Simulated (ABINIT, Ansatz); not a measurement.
# H2Pb (P-3m1): zone-centre phonons, part 3 of 4

Which modes does H2Pb (P-3m1) have at the zone centre?

ABINIT 10.8.3; DFT LDA, scalar-relativistic, plane waves, HGH norm-conserving pseudopotentials.

So far. Step 3 (Ground state): The cell stands at -0.48 GPa: the relaxation ran with a smoothed and higher cutoff, and the difference is a stress of the finite basis. Step 4 (Linear response at Γ): The acoustic modes at Γ come out as far as 0.3 cm⁻¹ from zero, where they should vanish, a small numerical error. The lowest optical mode is imaginary, 228i cm⁻¹, an instability at this level and on this k mesh. The relaxed cell has a = 3.622, c = 3.344 Å (conventional setting).

The structure was built from a prototype and need not be the compound's stable phase.

## (5) Zone-centre analysis

anaddb reads the merged derivatives and imposes the acoustic sum rule.

Contents of anaddb.abi:

```
ddb_filepath "gamma_DDB"
output_file "anaddb.abo"
outdata_prefix "anaddb"
asr 1
chneut 1
enunit 2
eivec 1
nph1l 1
qph1l 0.0 0.0 0.0 1.0
```

Contents of mrgddb.in:

```
gamma_DDB
merged
2
dfpt_gammao_DDB
gso_DDB
```

Run with:

```bash
$ mrgddb < mrgddb.in > mrgddb.log
$ OMP_NUM_THREADS=1 anaddb anaddb.abi > anaddb.log
```

anaddb.abo, the main output file:

```text
-outvars_anaddb: echo values of input variables ----------------------

 Miscellaneous information :
      enunit         2
       eivec         1
         asr         1
 First list of wavevector (reduced coord.) :
       nph1l         1
       qph1l
                     0.00000000E+00  0.00000000E+00  0.00000000E+00    1.000E+00

================================================================================

 read the DDB information and perform some checks

  ==== Info on the Cryst% object ====
 Real(R)+Recip(G) space primitive vectors, cartesian coordinates (Bohr,Bohr^-1):
 R(1)=  6.8453724  0.0000000  0.0000000  G(1)=  0.1460841  0.0843417  0.0000000
 R(2)= -3.4226862  5.9282664  0.0000000  G(2)=  0.0000000  0.1686834  0.0000000
 R(3)=  0.0000000  0.0000000  6.3185135  G(3)=  0.0000000  0.0000000  0.1582651
 Unit cell volume ucvol=  2.5641280E+02 bohr^3
 Angles (23,13,12)=  9.00000000E+01  9.00000000E+01  1.20000000E+02 degrees
 Time-reversal symmetry is present
 Reduced atomic positions [iatom, xred, symbol]:
    1)    0.0000000  0.0000000  0.0000000  Pb
    2)    0.3333333  0.6666667  0.2401740   H
    3)    0.6666667  0.3333333  0.7598260   H

 DDB file with 3 blocks has been read.

================================================================================

 Treat the first list of vectors

  Phonon wavevector (reduced coordinates) :  0.00000  0.00000  0.00000
 Phonon energies in Hartree :
  -1.040434E-03 -1.040434E-03  0.000000E+00  0.000000E+00  0.000000E+00
   2.010579E-03  3.634821E-03  3.713494E-03  3.713494E-03
 Phonon energies in meV     :
- -2.831166E+01 -2.831166E+01  0.000000E+00  0.000000E+00  0.000000E+00
-  5.471065E+01  9.890851E+01  1.010493E+02  1.010493E+02
 Phonon frequencies in cm-1    :
- -2.283490E+02 -2.283490E+02  0.000000E+00  0.000000E+00  0.000000E+00
-  4.412712E+02  7.977509E+02  8.150178E+02  8.150178E+02
 Phonon frequencies in Thz     :
- -6.845730E+00 -6.845730E+00  0.000000E+00  0.000000E+00  0.000000E+00
-  1.322898E+01  2.391597E+01  2.443362E+01  2.443362E+01
 Phonon energies in Kelvin  :
- -3.285432E+02 -3.285432E+02  0.000000E+00  0.000000E+00  0.000000E+00
-  6.348907E+02  1.147786E+03  1.172629E+03  1.172629E+03

 Eigendisplacements
 (will be given, for each mode : in cartesian coordinates
   for each atom the real part of the displacement vector,
   then the imaginary part of the displacement vector - absolute values smaller than 1.0d-7 are set to zero)
  Mode number    1   Energy   -1.040434E-03
 Attention : low frequency mode.
   (Could be unstable or acoustic mode)
-  1  7.74632802E-05  1.39682443E-04  0.00000000E+00
-     0.00000000E+00  0.00000000E+00  0.00000000E+00
-  2 -7.96179278E-03 -1.43567722E-02  0.00000000E+00
-     0.00000000E+00  0.00000000E+00  0.00000000E+00
-  3 -7.96179278E-03 -1.43567722E-02  0.00000000E+00
-     0.00000000E+00  0.00000000E+00  0.00000000E+00
  Mode number    2   Energy   -1.040434E-03
 Attention : low frequency mode.
   (Could be unstable or acoustic mode)
-  1  1.39682443E-04 -7.74632802E-05  0.00000000E+00
-     0.00000000E+00  0.00000000E+00  0.00000000E+00
-  2 -1.43567722E-02  7.96179278E-03  0.00000000E+00
-     0.00000000E+00  0.00000000E+00  0.00000000E+00
-  3 -1.43567722E-02  7.96179278E-03  0.00000000E+00
-     0.00000000E+00  0.00000000E+00  0.00000000E+00
  Mode number    3   Energy    0.000000E+00
 Attention : low frequency mode.
   (Could be unstable or acoustic mode)
-  1  0.00000000E+00  0.00000000E+00 -1.61928251E-03
-     0.00000000E+00  0.00000000E+00  0.00000000E+00
-  2  0.00000000E+00  0.00000000E+00 -1.61928257E-03
-     0.00000000E+00  0.00000000E+00  0.00000000E+00
-  3  0.00000000E+00  0.00000000E+00 -1.61928257E-03
-     0.00000000E+00  0.00000000E+00  0.00000000E+00
  Mode number    4   Energy    0.000000E+00
 Attention : low frequency mode.
   (Could be unstable or acoustic mode)
-  1  0.00000000E+00 -1.61928215E-03  0.00000000E+00
-     0.00000000E+00  0.00000000E+00  0.00000000E+00
-  2  0.00000000E+00 -1.61931977E-03  0.00000000E+00
-     0.00000000E+00  0.00000000E+00  0.00000000E+00
-  3  0.00000000E+00 -1.61931977E-03  0.00000000E+00
-     0.00000000E+00  0.00000000E+00  0.00000000E+00
  Mode number    5   Energy    0.000000E+00
 Attention : low frequency mode.
   (Could be unstable or acoustic mode)
-  1  1.61928215E-03  0.00000000E+00  0.00000000E+00
-     0.00000000E+00  0.00000000E+00  0.00000000E+00
-  2  1.61931977E-03  0.00000000E+00  0.00000000E+00
-     0.00000000E+00  0.00000000E+00  0.00000000E+00
-  3  1.61931977E-03  0.00000000E+00  0.00000000E+00
-     0.00000000E+00  0.00000000E+00  0.00000000E+00
  Mode number    6   Energy    2.010579E-03
;  1  0.00000000E+00  0.00000000E+00  1.59720295E-04
;     0.00000000E+00  0.00000000E+00  0.00000000E+00
;  2  0.00000000E+00  0.00000000E+00 -1.64166736E-02
;     0.00000000E+00  0.00000000E+00  0.00000000E+00
;  3  0.00000000E+00  0.00000000E+00 -1.64166736E-02
;     0.00000000E+00  0.00000000E+00  0.00000000E+00
  Mode number    7   Energy    3.634821E-03
;  1  0.00000000E+00  0.00000000E+00  0.00000000E+00
;     0.00000000E+00  0.00000000E+00  0.00000000E+00
;  2  0.00000000E+00  0.00000000E+00  1.64963405E-02
;     0.00000000E+00  0.00000000E+00  0.00000000E+00
;  3  0.00000000E+00  0.00000000E+00 -1.64963405E-02
;     0.00000000E+00  0.00000000E+00  0.00000000E+00
  Mode number    8   Energy    3.713494E-03
-  1  0.00000000E+00  0.00000000E+00  0.00000000E+00
-     0.00000000E+00  0.00000000E+00  0.00000000E+00
-  2  1.43920818E-02 -8.06208596E-03  0.00000000E+00
-     0.00000000E+00  0.00000000E+00  0.00000000E+00
-  3 -1.43920818E-02  8.06208596E-03  0.00000000E+00
-     0.00000000E+00  0.00000000E+00  0.00000000E+00
  Mode number    9   Energy    3.713494E-03
-  1  0.00000000E+00  0.00000000E+00  0.00000000E+00
-     0.00000000E+00  0.00000000E+00  0.00000000E+00
-  2  8.06208596E-03  1.43920818E-02  0.00000000E+00
-     0.00000000E+00  0.00000000E+00  0.00000000E+00
-  3 -8.06208596E-03 -1.43920818E-02  0.00000000E+00
-     0.00000000E+00  0.00000000E+00  0.00000000E+00

 Analysis of degeneracies and characters (maximum tolerance=1.00E-06 a.u.)
 For each vibration mode, or group of modes if degenerate,
 the characters are given for each symmetry operation (see the list in the log file).
 Symmetry characters of vibration mode #   1
        degenerate with vibration mode #   2
  2.0 -2.0 -0.0  0.0 -1.0  1.0 -0.0  0.0 -1.0  1.0  0.0 -0.0
 Symmetry characters of vibration mode #   3
       degenerate with vibration modes #   4 to    5
  3.0 -3.0  1.0 -1.0 -0.0  0.0  1.0 -1.0 -0.0  0.0  1.0 -1.0
 Symmetry characters of vibration mode #   6
  1.0 -1.0  1.0 -1.0  1.0 -1.0  1.0 -1.0  1.0 -1.0  1.0 -1.0
 Symmetry characters of vibration mode #   7
  1.0  1.0  1.0  1.0  1.0  1.0  1.0  1.0  1.0  1.0  1.0  1.0
 Symmetry characters of vibration mode #   8
        degenerate with vibration mode #   9
  2.0  2.0  0.0  0.0 -1.0 -1.0  0.0  0.0 -1.0 -1.0 -0.0 -0.0
-
```

Run time: 0.49 s. Hardware: 1 thread of Arm Neoverse V2, shared host.

Numbers from this step:

```yaml
lowest_optical_zone_centre_mode: -228.3 cm⁻¹
```

No LO-TO term; unit eigenvectors of the mass-weighted matrix, from anaddb's displacements. The modes at Γ (shares of kinetic energy by element, %) (negative means imaginary):

| mode | frequency (cm⁻¹) | Pb % | H % |
| --- | --- | --- | --- |
| 1 | -228.3 | 1 | 99 |
| 2 | -228.3 | 1 | 99 |
| 3 | 0.0 | 99 | 1 |
| 4 | 0.0 | 99 | 1 |
| 5 | 0.0 | 99 | 1 |
| 6 | 441.3 | 1 | 99 |
| 7 | 797.8 | 0 | 100 |
| 8 | 815.0 | 0 | 100 |
| 9 | 815.0 | 0 | 100 |

Displacements in mode 1 (-228.3 cm⁻¹), the largest set to 1:
```
Pb1  0.01  0.01  0.00
H2  -0.55 -1.00  0.00
H3  -0.55 -1.00  0.00
```

Displacements in mode 9 (815.0 cm⁻¹), the largest set to 1:
```
Pb1  0.00  0.00  0.00
H2   0.56  1.00  0.00
H3  -0.56 -1.00  0.00
```

The rule moves no optical mode by more than 0.1 cm⁻¹.

## (6) Sum rules set otherwise (asr 0)

Without the rule the raw error of the acoustic modes shows.

Edit anaddb.abi of step 5 so:

```diff
@@ -3,4 +3,4 @@
 outdata_prefix "anaddb"
-asr 1
-chneut 1
+asr 0
+chneut 0
 enunit 2
```

mrgddb.in is that of step 5.

anaddb.abo, the main output file:

```text
-outvars_anaddb: echo values of input variables ----------------------

 Miscellaneous information :
      enunit         2
       eivec         1
      chneut         0
 First list of wavevector (reduced coord.) :
       nph1l         1
       qph1l
                     0.00000000E+00  0.00000000E+00  0.00000000E+00    1.000E+00

================================================================================

 read the DDB information and perform some checks

  ==== Info on the Cryst% object ====
 Real(R)+Recip(G) space primitive vectors, cartesian coordinates (Bohr,Bohr^-1):
 R(1)=  6.8453724  0.0000000  0.0000000  G(1)=  0.1460841  0.0843417  0.0000000
 R(2)= -3.4226862  5.9282664  0.0000000  G(2)=  0.0000000  0.1686834  0.0000000
 R(3)=  0.0000000  0.0000000  6.3185135  G(3)=  0.0000000  0.0000000  0.1582651
 Unit cell volume ucvol=  2.5641280E+02 bohr^3
 Angles (23,13,12)=  9.00000000E+01  9.00000000E+01  1.20000000E+02 degrees
 Time-reversal symmetry is present
 Reduced atomic positions [iatom, xred, symbol]:
    1)    0.0000000  0.0000000  0.0000000  Pb
    2)    0.3333333  0.6666667  0.2401740   H
    3)    0.6666667  0.3333333  0.7598260   H

 DDB file with 3 blocks has been read.

================================================================================

 Treat the first list of vectors

  Phonon wavevector (reduced coordinates) :  0.00000  0.00000  0.00000
 Phonon energies in Hartree :
  -1.040555E-03 -1.040555E-03 -1.323020E-06 -1.323016E-06  1.496302E-06
   2.010613E-03  3.634840E-03  3.713460E-03  3.713460E-03
 Phonon energies in meV     :
- -2.831496E+01 -2.831496E+01 -3.600119E-02 -3.600111E-02  4.071646E-02
-  5.471158E+01  9.890902E+01  1.010484E+02  1.010484E+02
 Phonon frequencies in cm-1    :
- -2.283755E+02 -2.283755E+02 -2.903692E-01 -2.903685E-01  3.284004E-01
-  4.412786E+02  7.977551E+02  8.150103E+02  8.150103E+02
 Phonon frequencies in Thz     :
- -6.846526E+00 -6.846526E+00 -8.705050E-03 -8.705030E-03  9.845196E-03
-  1.322920E+01  2.391610E+01  2.443339E+01  2.443339E+01
 Phonon energies in Kelvin  :
- -3.285814E+02 -3.285814E+02 -4.177765E-01 -4.177755E-01  4.724949E-01
-  6.349015E+02  1.147792E+03  1.172618E+03  1.172618E+03

 Eigendisplacements
 (will be given, for each mode : in cartesian coordinates
   for each atom the real part of the displacement vector,
   then the imaginary part of the displacement vector - absolute values smaller than 1.0d-7 are set to zero)
  Mode number    1   Energy   -1.040555E-03
 Attention : low frequency mode.
   (Could be unstable or acoustic mode)
-  1  7.74453271E-05  1.39649813E-04  0.00000000E+00
-     0.00000000E+00  0.00000000E+00  0.00000000E+00
-  2 -7.96182202E-03 -1.43567985E-02  0.00000000E+00
-     0.00000000E+00  0.00000000E+00  0.00000000E+00
-  3 -7.96182202E-03 -1.43567985E-02  0.00000000E+00
-     0.00000000E+00  0.00000000E+00  0.00000000E+00
  Mode number    2   Energy   -1.040555E-03
 Attention : low frequency mode.
   (Could be unstable or acoustic mode)
-  1  1.39649813E-04 -7.74453271E-05  0.00000000E+00
-     0.00000000E+00  0.00000000E+00  0.00000000E+00
-  2 -1.43567985E-02  7.96182202E-03  0.00000000E+00
-     0.00000000E+00  0.00000000E+00  0.00000000E+00
-  3 -1.43567985E-02  7.96182202E-03  0.00000000E+00
-     0.00000000E+00  0.00000000E+00  0.00000000E+00
  Mode number    3   Energy   -1.323020E-06
 Attention : low frequency mode.
   (Could be unstable or acoustic mode)
-  1  0.00000000E+00  1.61928582E-03  0.00000000E+00
-     0.00000000E+00  0.00000000E+00  0.00000000E+00
-  2  0.00000000E+00  1.61894219E-03  0.00000000E+00
-     0.00000000E+00  0.00000000E+00  0.00000000E+00
-  3  0.00000000E+00  1.61894219E-03  0.00000000E+00
-     0.00000000E+00  0.00000000E+00  0.00000000E+00
  Mode number    4   Energy   -1.323016E-06
 Attention : low frequency mode.
   (Could be unstable or acoustic mode)
-  1  1.61928582E-03  0.00000000E+00  0.00000000E+00
-     0.00000000E+00  0.00000000E+00  0.00000000E+00
-  2  1.61894219E-03  0.00000000E+00  0.00000000E+00
-     0.00000000E+00  0.00000000E+00  0.00000000E+00
-  3  1.61894219E-03  0.00000000E+00  0.00000000E+00
-     0.00000000E+00  0.00000000E+00  0.00000000E+00
  Mode number    5   Energy    1.496302E-06
 Attention : low frequency mode.
   (Could be unstable or acoustic mode)
;  1  0.00000000E+00  0.00000000E+00  1.61928304E-03
;     0.00000000E+00  0.00000000E+00  0.00000000E+00
;  2  0.00000000E+00  0.00000000E+00  1.61922814E-03
;     0.00000000E+00  0.00000000E+00  0.00000000E+00
;  3  0.00000000E+00  0.00000000E+00  1.61922814E-03
;     0.00000000E+00  0.00000000E+00  0.00000000E+00
  Mode number    6   Energy    2.010613E-03
;  1  0.00000000E+00  0.00000000E+00  1.59714927E-04
;     0.00000000E+00  0.00000000E+00  0.00000000E+00
;  2  0.00000000E+00  0.00000000E+00 -1.64166790E-02
;     0.00000000E+00  0.00000000E+00  0.00000000E+00
;  3  0.00000000E+00  0.00000000E+00 -1.64166790E-02
;     0.00000000E+00  0.00000000E+00  0.00000000E+00
  Mode number    7   Energy    3.634840E-03
;  1  0.00000000E+00  0.00000000E+00  0.00000000E+00
;     0.00000000E+00  0.00000000E+00  0.00000000E+00
;  2  0.00000000E+00  0.00000000E+00  1.64963405E-02
;     0.00000000E+00  0.00000000E+00  0.00000000E+00
;  3  0.00000000E+00  0.00000000E+00 -1.64963405E-02
;     0.00000000E+00  0.00000000E+00  0.00000000E+00
  Mode number    8   Energy    3.713460E-03
-  1  0.00000000E+00  0.00000000E+00  0.00000000E+00
-     0.00000000E+00  0.00000000E+00  0.00000000E+00
-  2  1.43920824E-02 -8.06208487E-03  0.00000000E+00
-     0.00000000E+00  0.00000000E+00  0.00000000E+00
-  3 -1.43920824E-02  8.06208487E-03  0.00000000E+00
-     0.00000000E+00  0.00000000E+00  0.00000000E+00
  Mode number    9   Energy    3.713460E-03
-  1  0.00000000E+00  0.00000000E+00  0.00000000E+00
-     0.00000000E+00  0.00000000E+00  0.00000000E+00
-  2  8.06208487E-03  1.43920824E-02  0.00000000E+00
-     0.00000000E+00  0.00000000E+00  0.00000000E+00
-  3 -8.06208487E-03 -1.43920824E-02  0.00000000E+00
-     0.00000000E+00  0.00000000E+00  0.00000000E+00

 Analysis of degeneracies and characters (maximum tolerance=1.00E-06 a.u.)
 For each vibration mode, or group of modes if degenerate,
 the characters are given for each symmetry operation (see the list in the log file).
 Symmetry characters of vibration mode #   1
        degenerate with vibration mode #   2
  2.0 -2.0 -0.0  0.0 -1.0  1.0 -0.0  0.0 -1.0  1.0  0.0 -0.0
 Symmetry characters of vibration mode #   3
        degenerate with vibration mode #   4
  2.0 -2.0 -0.0  0.0 -1.0  1.0  0.0 -0.0 -1.0  1.0 -0.0  0.0
 Symmetry characters of vibration mode #   5
  1.0 -1.0  1.0 -1.0  1.0 -1.0  1.0 -1.0  1.0 -1.0  1.0 -1.0
 Symmetry characters of vibration mode #   6
  1.0 -1.0  1.0 -1.0  1.0 -1.0  1.0 -1.0  1.0 -1.0  1.0 -1.0
 Symmetry characters of vibration mode #   7
  1.0  1.0  1.0  1.0  1.0  1.0  1.0  1.0  1.0  1.0  1.0  1.0
 Symmetry characters of vibration mode #   8
        degenerate with vibration mode #   9
  2.0  2.0 -0.0 -0.0 -1.0 -1.0  0.0  0.0 -1.0 -1.0 -0.0 -0.0
-
```

Elapsed: 0.48 s, on 1 thread.

This step gave:

- lowest optical zone-centre mode: -228.4 cm⁻¹

Zone-centre frequencies as printed; negative means imaginary. Modes:

| mode | frequency (cm⁻¹) |
| --- | --- |
| 1 | -228.4 |
| 2 | -228.4 |
| 3 | -0.29 |
| 4 | -0.29 |
| 5 | 0.33 |
| 6 | 441.3 |
| 7 | 797.8 |
| 8 | 815 |
| 9 | 815 |

[end of part 3 of 4]

[Host names and launcher messages were left out of these logs when they were recorded.]

[Logs are printed without paths, hosts, clocks, repeated set-up lines and the standing remarks that a program may print on its own settings, such as how far it seeks lower states.]

[Hosts, paths, dates, database ids (printed as entryN), source tags and the programs' standing remarks are cut or masked in the printed files.]
